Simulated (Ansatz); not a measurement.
An input for Ansatz 0.2.0 (SiO2 (I-42d)):

```yaml
crystal:
  lattice:
    - [-2.37405, 2.37405, 3.85632]
    - [2.37405, -2.37405, 3.85632]
    - [2.37405, 2.37405, -3.85632]
  atoms:
    - { symbol: Si, position: [0.0, 0.0, 0.0] }
    - { symbol: Si, position: [0.75, 0.25, 0.5] }
    - { symbol: O, position: [0.9830423018, 0.625, 0.8580423018] }
    - { symbol: O, position: [0.375, 0.2330423018, 0.3580423018] }
    - { symbol: O, position: [0.7669576982, 0.125, 0.1419576982] }
    - { symbol: O, position: [0.875, 0.0169576982, 0.6419576982] }
kpoints:
  mp_grid: { grid: [4, 4, 4] }
hamiltonian:
  xc: lda
  pseudopotentials: { kind: paw, azcp: { folder: soft_1 }, xc_functional: pbe }
scf:
  occupations: { method: fixed }
gw:
  n_empty_bands: 317
  ecut_chi: 140
  qp_bands: [v2, c2]
  qp_kpoints: band_edges
  screening: { model: contour_deformation }
```

```sh
ansatz run input.yaml --threads 3 --pin off --max-ram 92160MiB --backend cuda --events-out ev --progress --plain --runs-dir out --devices 1 --max-vram 13GiB
```

Estimate wall time and host memory on 1 × NVIDIA H100 80GB HBM3 (shared by 6 runs) with 3 threads of AMD EPYC 7R13 (Zen 3), shared host.

It took 28 s; on shared hardware allow 14 s to 57 s. Peak host memory was 1.4 GiB. The sizes that set the cost: 1677 plane waves a state, 13 irreducible k points, 333 bands summed, 323 plane waves in the screening and 7 SCF cycles.

The screening grows as filled bands × empty bands × pairs of k points, times the square of the screening basis for the matrix.

[Paths, hosts, dates, memory and timing lines, banners, echoed tables and standing remarks are left out of the program output.]

[Logs are printed without paths, hosts, clocks, repeated set-up lines and the standing remarks that a program may print on its own settings, such as how far it seeks lower states.]

[Runs of the session that timed out or met a known fault of the program may be left out.]

[Cells called generated may have been cut or substituted from an entry of the Crystallography Open Database or the Materials Project.]

[Hosts, paths, dates, database ids (printed as entryN), source tags and the programs' standing remarks are cut or masked in the printed files.]
